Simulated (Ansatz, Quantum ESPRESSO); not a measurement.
# TiTe2 (Fm-3m): zone-centre phonons, part 2 of 3

Aim: the zone-centre modes of TiTe2 (Fm-3m).

Quantum ESPRESSO 7.5; DFT LDA, scalar-relativistic, plane waves, GBRV ultrasoft pseudopotentials.

So far. Step 2 (A probe with smearing): No gap opens on this mesh, so smearing is kept; the start stands at 0.61 GPa. Step 4 (Self-consistent run for the response): The cell stands at 0.001 GPa, close enough for phonons. The relaxed cell has a = 6.728 Å (conventional setting).

The structure was built from a prototype and need not be the compound's stable phase.

### 5. Zone-centre response

At q = 0 one unit cell holds all displacements; symmetry groups them into irreducible representations that are solved one by one. With smeared occupations no response to a homogeneous field can be asked.

Contents of ph.in:

```
phonons
&INPUTPH
  prefix       = 'x'
  outdir       = './tmp'
  fildyn       = 'g.dyn'
  tr2_ph       = 1.0d-18
  alpha_mix(1) = 0.4
  nmix_ph      = 8
/
0.000000000000 0.000000000000 0.000000000000
```

On the command line:

```sh
> OMP_NUM_THREADS=1 mpirun -n 4 ph.x -nk 4 -in ph.in > ph.out
```

Log:

```text
[banners, grids, parts of the stress and lines that vanish by symmetry left out]
[banner, memory and clock lines left out]
Program PHONON v.7.5

     ./tmp/x.save/

     IMPORTANT: XC functional enforced from input :
     Exchange-correlation= PZ
                           (   1   1   0   0   0   0   0)
     Any further DFT definition will be discarded
     Please, verify this is what you really want

     G-vector sticks info

     Check: negative core charge=   -0.000001

     negative rho (up, down):  6.983E-04 0.000E+00
     Reading collected, re-writing distributed wavefunctions in ./tmp/

     Number and degeneracy of irreps per q-point
       N         xq(1)         xq(2)         xq(3)   N irreps
       1   0.000000000   0.000000000   0.000000000       3
        3   3   3

     Calculation of q =    0.0000000   0.0000000   0.0000000

     phonons

     bravais-lattice index     =            2
     lattice parameter (alat)  =      12.7133  a.u.
     unit-cell volume          =     513.7042 (a.u.)^3
     number of atoms/cell      =            3
     number of atomic types    =            2
     kinetic-energy cut-off    =      40.0000  Ry
     charge density cut-off    =     240.0000  Ry
     convergence threshold     =      1.0E-18
     beta                      =       0.4000
     number of iterations used =            8
     Exchange-correlation= PZ
                           (   1   1   0   0   0   0   0)

     celldm(1)=   12.71328  celldm(2)=    0.00000  celldm(3)=    0.00000
     celldm(4)=    0.00000  celldm(5)=    0.00000  celldm(6)=    0.00000

     crystal axes: (cart. coord. in units of alat)
               a(1) = ( -0.5000  0.0000  0.5000 )
               a(2) = (  0.0000  0.5000  0.5000 )
               a(3) = ( -0.5000  0.5000  0.0000 )

     reciprocal axes: (cart. coord. in units 2 pi/alat)
               b(1) = ( -1.0000 -1.0000  1.0000 )
               b(2) = (  1.0000  1.0000  1.0000 )
               b(3) = ( -1.0000  1.0000 -1.0000 )

     Atoms inside the unit cell:

     Cartesian axes

     site n.  atom      mass           positions (alat units)
        1  Ti     47.8670   tau(    1) = (    0.00000    0.00000    0.00000  )
        2  Te    127.6000   tau(    2) = (   -0.75000    0.75000    0.75000  )
        3  Te    127.6000   tau(    3) = (   -0.25000    0.25000    0.25000  )

     Computing dynamical matrix for
                    q = (   0.0000000   0.0000000   0.0000000 )

     49 Sym.Ops. (with q -> -q+G )

     G cutoff =  982.5777  (  32311 G-vectors)     FFT grid: ( 45, 45, 45)
     G cutoff =  655.0518  (  17477 G-vectors)  smooth grid: ( 40, 40, 40)

     number of k points=    29  Marzari-Vanderbilt smearing, width (Ry)=  0.0200
                       cart. coord. in units 2pi/alat
        k(    1) = (   0.0000000   0.0000000   0.0000000), wk =   0.0039062
        k(    2) = (  -0.1250000   0.1250000  -0.1250000), wk =   0.0312500
        k(    3) = (  -0.2500000   0.2500000  -0.2500000), wk =   0.0312500
        [... further k-points left out ...]

     PseudoPot. # 1 for Ti read from file:
     ./pseudo/Ti.upf
     Pseudo is Ultrasoft + core correction, Zval = 12.0
     Using radial grid of  851 points,  6 beta functions with:
                l(1) =   0
                l(2) =   0
                l(3) =   1
                l(4) =   1
                l(5) =   2
                l(6) =   2
     Q(r) pseudized with  6 coefficients,  rinner =    1.000   1.000   1.000
                                                       1.000   1.000

     PseudoPot. # 2 for Te read from file:
     ./pseudo/Te.upf
     Pseudo is Ultrasoft + core correction, Zval =  6.0
     Using radial grid of  891 points,  5 beta functions with:
                l(1) =   0
                l(2) =   0
                l(3) =   1
                l(4) =   1
                l(5) =   2
     Q(r) pseudized with  6 coefficients,  rinner =    1.800   1.800   1.800
                                                       1.800   1.800

     Mode symmetry, O_h (m-3m)  point group:

     Atomic displacements:
     There are    3 irreducible representations

     Representation     1      3 modes -  To be done

     Representation     2      3 modes -  To be done

     Representation     3      3 modes -  To be done

     Alpha used in Ewald sum =   2.3000

     negative rho (up, down):  6.983E-04 0.000E+00

     Representation #   1 modes #   1   2   3

     Self-consistent Calculation
      iter #   1   av.it.:   6.0
      thresh= 1.000E-02 alpha_mix =  0.400 |ddv_scf|^2 =  7.413E-08
      iter #   2   av.it.:  14.6
      thresh= 2.723E-05 alpha_mix =  0.400 |ddv_scf|^2 =  2.991E-09
      iter #   3   av.it.:  14.6
      thresh= 5.469E-06 alpha_mix =  0.400 |ddv_scf|^2 =  5.210E-10
      iter #   4   av.it.:  15.8
      thresh= 2.283E-06 alpha_mix =  0.400 |ddv_scf|^2 =  7.564E-13
      iter #   5   av.it.:  16.6
      thresh= 8.697E-08 alpha_mix =  0.400 |ddv_scf|^2 =  7.847E-14
      iter #   6   av.it.:  16.3
      thresh= 2.801E-08 alpha_mix =  0.400 |ddv_scf|^2 =  2.868E-15
      iter #   7   av.it.:  16.8
      thresh= 5.355E-09 alpha_mix =  0.400 |ddv_scf|^2 =  6.836E-17
      iter #   8   av.it.:  15.9
      thresh= 8.268E-10 alpha_mix =  0.400 |ddv_scf|^2 =  1.255E-18
      iter #   9   av.it.:  14.9
      thresh= 1.120E-10 alpha_mix =  0.400 |ddv_scf|^2 =  2.201E-19

     End of self-consistent calculation

     Convergence has been achieved

     Representation #   2 modes #   4   5   6

     Self-consistent Calculation
      iter #   1   av.it.:   5.4
      thresh= 1.000E-02 alpha_mix =  0.400 |ddv_scf|^2 =  1.244E-08
      iter #   2   av.it.:  14.7
      thresh= 1.115E-05 alpha_mix =  0.400 |ddv_scf|^2 =  2.266E-09
      iter #   3   av.it.:  15.3
      thresh= 4.760E-06 alpha_mix =  0.400 |ddv_scf|^2 =  2.128E-10
      iter #   4   av.it.:  15.7
      thresh= 1.459E-06 alpha_mix =  0.400 |ddv_scf|^2 =  3.085E-12
      iter #   5   av.it.:  15.8
      thresh= 1.756E-07 alpha_mix =  0.400 |ddv_scf|^2 =  1.710E-13
[...]
End of self-consistent calculation

     Convergence has been achieved

     Representation #   3 modes #   7   8   9

     Self-consistent Calculation
[...]
iter #   4   av.it.:  15.4
      thresh= 3.982E-06 alpha_mix =  0.400 |ddv_scf|^2 =  2.564E-11
      iter #   5   av.it.:  16.0
      thresh= 5.064E-07 alpha_mix =  0.400 |ddv_scf|^2 =  9.065E-13
      iter #   6   av.it.:  15.6
      thresh= 9.521E-08 alpha_mix =  0.400 |ddv_scf|^2 =  1.006E-13
      iter #   7   av.it.:  16.4
      thresh= 3.172E-08 alpha_mix =  0.400 |ddv_scf|^2 =  1.682E-15
      iter #   8   av.it.:  16.7
      thresh= 4.102E-09 alpha_mix =  0.400 |ddv_scf|^2 =  6.298E-17
      iter #   9   av.it.:  15.1
      thresh= 7.936E-10 alpha_mix =  0.400 |ddv_scf|^2 =  2.841E-18
      iter #  10   av.it.:  15.4
      thresh= 1.686E-10 alpha_mix =  0.400 |ddv_scf|^2 =  4.916E-20

     End of self-consistent calculation

     Convergence has been achieved

     Number of q in the star =    1
     List of q in the star:
          1   0.000000000   0.000000000   0.000000000

     Diagonalizing the dynamical matrix

     q = (    0.000000000   0.000000000   0.000000000 )

 **************************************************************************
     freq (    1) =      -0.204743 [THz] =      -6.829485 [cm-1]
     freq (    2) =      -0.204743 [THz] =      -6.829485 [cm-1]
     freq (    3) =      -0.204743 [THz] =      -6.829485 [cm-1]
     freq (    4) =       3.466571 [THz] =     115.632350 [cm-1]
     freq (    5) =       3.466571 [THz] =     115.632350 [cm-1]
     freq (    6) =       3.466571 [THz] =     115.632350 [cm-1]
     freq (    7) =       4.164470 [THz] =     138.911779 [cm-1]
     freq (    8) =       4.164470 [THz] =     138.911779 [cm-1]
     freq (    9) =       4.164470 [THz] =     138.911779 [cm-1]
 **************************************************************************

     Mode symmetry, O_h (m-3m)  point group:

     freq (   1-   3) =         -6.8  [cm-1]   --> T_1u G_15  G_4- I
     freq (   4-   6) =        115.6  [cm-1]   --> T_2g G_25' G_5+ R
     freq (   7-   9) =        138.9  [cm-1]   --> T_1u G_15  G_4- I
```

The job ended after 3.1 min (4 MPI ranks of Arm Neoverse V2, shared host).

This step gave:

| Property | Result |
| --- | --- |
| largest acoustic frequency at the zone centre before the sum rule | -6.83 cm⁻¹ |
| highest optical zone-centre mode (no LO-TO term) | 138.9 cm⁻¹ |
| lowest optical zone-centre mode | 115.6 cm⁻¹ |

The acoustic modes at Γ come out as far as 6.8 cm⁻¹ from zero, where they should vanish, a small numerical error.

### 6. Modes with the sum rule

A rigid shift of the crystal must cost nothing, but grids and finite bases break this; the acoustic sum rule is imposed before the matrix is diagonalised again.

Contents of dynmat.in:

```
&INPUT
  fildyn = 'g.dyn'
  asr    = 'simple'
  fileig = 'dynmat.eig'
/
```

On the command line:

```sh
> dynmat.x -in dynmat.in > dynmat.out
```

Log:

```text
[banner, memory and clock lines left out]
Program DYNMAT v.7.5

     Reading Dynamical Matrix from file g.dyn
     ...Force constants read
     ...epsilon and Z* not read (not found on file)
     A direction for q was not specified:TO-LO splitting will be absent

     Polarizability (A^3 units)
     multiply by 1.000000 for Clausius-Mossotti correction
         0.000000    0.000000    0.000000
         0.000000    0.000000    0.000000
         0.000000    0.000000    0.000000

     IR activities are in (D/A)^2/amu units

# mode   [cm-1]    [THz]      IR
    1     -0.00   -0.0000    0.0000
    2     -0.00   -0.0000    0.0000
    3      0.00    0.0000    0.0000
    4    115.78    3.4709    0.0000
    5    115.78    3.4709    0.0000
    6    115.78    3.4709    0.0000
    7    139.29    4.1757    0.0000
    8    139.29    4.1757    0.0000
    9    139.29    4.1757    0.0000

[cm-1]
[end of the log left out, with the tail of the file of modes that dynmat.x writes under the same name]
```

It took 0.45 s on 1 thread.

Numbers from this step:

- highest optical zone-centre mode (no LO-TO term): 139.3 cm⁻¹
- lowest optical zone-centre mode: 115.8 cm⁻¹

Unit eigenvectors of the mass-weighted matrix after the sum rule; no LO-TO term. Modes at Γ, with each element's share of the kinetic energy:

```csv
mode,frequency (cm⁻¹),symmetry,Ti %,Te %
1,0.0,acoustic,16,84
2,0.0,acoustic,16,84
3,0.0,acoustic,16,84
4,115.8,T2g,0,100
5,115.8,T2g,0,100
6,115.8,T2g,0,100
7,139.3,T1u,84,16
8,139.3,T1u,84,16
9,139.3,T1u,84,16
```

Displacements in mode 5 (115.8 cm⁻¹), the largest set to 1:
```
Ti1  0.00  0.00  0.00
Te2  0.16 -0.01  1.00
Te3 -0.16  0.01 -1.00
```

Displacements in mode 8 (139.3 cm⁻¹), the largest set to 1:
```
Ti1 -0.12 -0.02  1.00
Te2  0.02  0.00 -0.19
Te3  0.02  0.00 -0.19
```

The rule also moves an optical mode by 0.4 cm⁻¹.

### 7. Sum rules set otherwise (asr no)

Without the rule the raw error of the acoustic modes shows.

Contents of dynmat.in:

```
&INPUT
  fildyn = 'g.dyn'
  asr    = 'no'
  fileig = 'dynmat.eig'
/
```

On the command line:

```sh
> dynmat.x -in dynmat.in > dynmat.out
```

Log:

```text
[banner, memory and clock lines left out]
Program DYNMAT v.7.5

     Reading Dynamical Matrix from file g.dyn
     ...Force constants read
     ...epsilon and Z* not read (not found on file)
     A direction for q was not specified:TO-LO splitting will be absent

     Polarizability (A^3 units)
     multiply by 1.000000 for Clausius-Mossotti correction
         0.000000    0.000000    0.000000
         0.000000    0.000000    0.000000
         0.000000    0.000000    0.000000

     IR activities are in (D/A)^2/amu units

# mode   [cm-1]    [THz]      IR
    1     -6.83   -0.2047    0.0000
    2     -6.83   -0.2047    0.0000
    3     -6.83   -0.2047    0.0000
    4    115.63    3.4666    0.0000
    5    115.63    3.4666    0.0000
    6    115.63    3.4666    0.0000
    7    138.91    4.1645    0.0000
    8    138.91    4.1645    0.0000
    9    138.91    4.1645    0.0000

[cm-1]
[end of the log left out, with the tail of the file of modes that dynmat.x writes under the same name]
```

The job ended after 0.45 s (1 thread).

This step gave:

```
highest optical zone-centre mode (no LO-TO term) : 138.9 cm⁻¹
lowest optical zone-centre mode                  : 115.6 cm⁻¹
```

Zone-centre frequencies as printed; negative means imaginary. Modes:

| mode | frequency (cm⁻¹) |
| --- | --- |
| 1 | -6.83 |
| 2 | -6.83 |
| 3 | -6.83 |
| 4 | 115.6 |
| 5 | 115.6 |
| 6 | 115.6 |
| 7 | 138.9 |
| 8 | 138.9 |
| 9 | 138.9 |

Against the first rule no mode moves by more than 6.9 cm⁻¹.

### 8. Sum rules set otherwise: a sum rule for molecules or wires on a crystal

This rule also removes rotations, which suits wires and not a crystal; it is tried to see the harm.

Contents of dynmat.in:

```
&INPUT
  fildyn = 'g.dyn'
  asr    = 'one-dim'
  fileig = 'dynmat.eig'
/
```

On the command line:

```sh
> dynmat.x -in dynmat.in > dynmat.out
```

Log:

```text
[banner, memory and clock lines left out]
Program DYNMAT v.7.5

     Reading Dynamical Matrix from file g.dyn
     ...Force constants read
     ...epsilon and Z* not read (not found on file)
asr rotation axis in 1D system=    3
     Acoustic Sum Rule: || Z*(ASR) - Z*(orig)|| =    0.000000E+00
     Acoustic Sum Rule: ||dyn(ASR) - dyn(orig)||=    1.096244E-01
     A direction for q was not specified:TO-LO splitting will be absent

     Polarizability (A^3 units)
     multiply by 1.000000 for Clausius-Mossotti correction
         0.000000    0.000000    0.000000
         0.000000    0.000000    0.000000
         0.000000    0.000000    0.000000

     IR activities are in (D/A)^2/amu units

# mode   [cm-1]    [THz]      IR
    1     -0.00   -0.0000    0.0000
    2     -0.00   -0.0000    0.0000
    3     -0.00   -0.0000    0.0000
    4      0.00    0.0000    0.0000
    5    115.63    3.4666    0.0000
    6    115.63    3.4666    0.0000
    7    130.64    3.9164    0.0000
    8    138.98    4.1665    0.0000
    9    138.98    4.1665    0.0000

[end of the log left out, with the tail of the file of modes that dynmat.x writes under the same name]
```

It took 0.45 s on 1 thread.

The program raised no error, yet the settings are not those of a careful run.

The fault: a sum rule for molecules or wires on a crystal; 1 optical mode is projected out to zero frequency, as if it were a rotation.

For a crystal the rule has to be 'simple' or 'crystal'.

Zone-centre frequencies as printed; negative means imaginary. Modes:

```csv
mode,frequency (cm⁻¹)
1,0
2,0
3,0
4,0
5,115.6
6,115.6
7,130.6
8,139
9,139
```

(Continued in part 3 of 3.)

[Host names and launcher messages were left out of these logs when they were recorded.]

[Logs are printed without paths, hosts, clocks, repeated set-up lines and the standing remarks that a program may print on its own settings, such as how far it seeks lower states.]

[Hosts, paths, dates, database ids (printed as entryN), source tags and the programs' standing remarks are cut or masked in the printed files.]
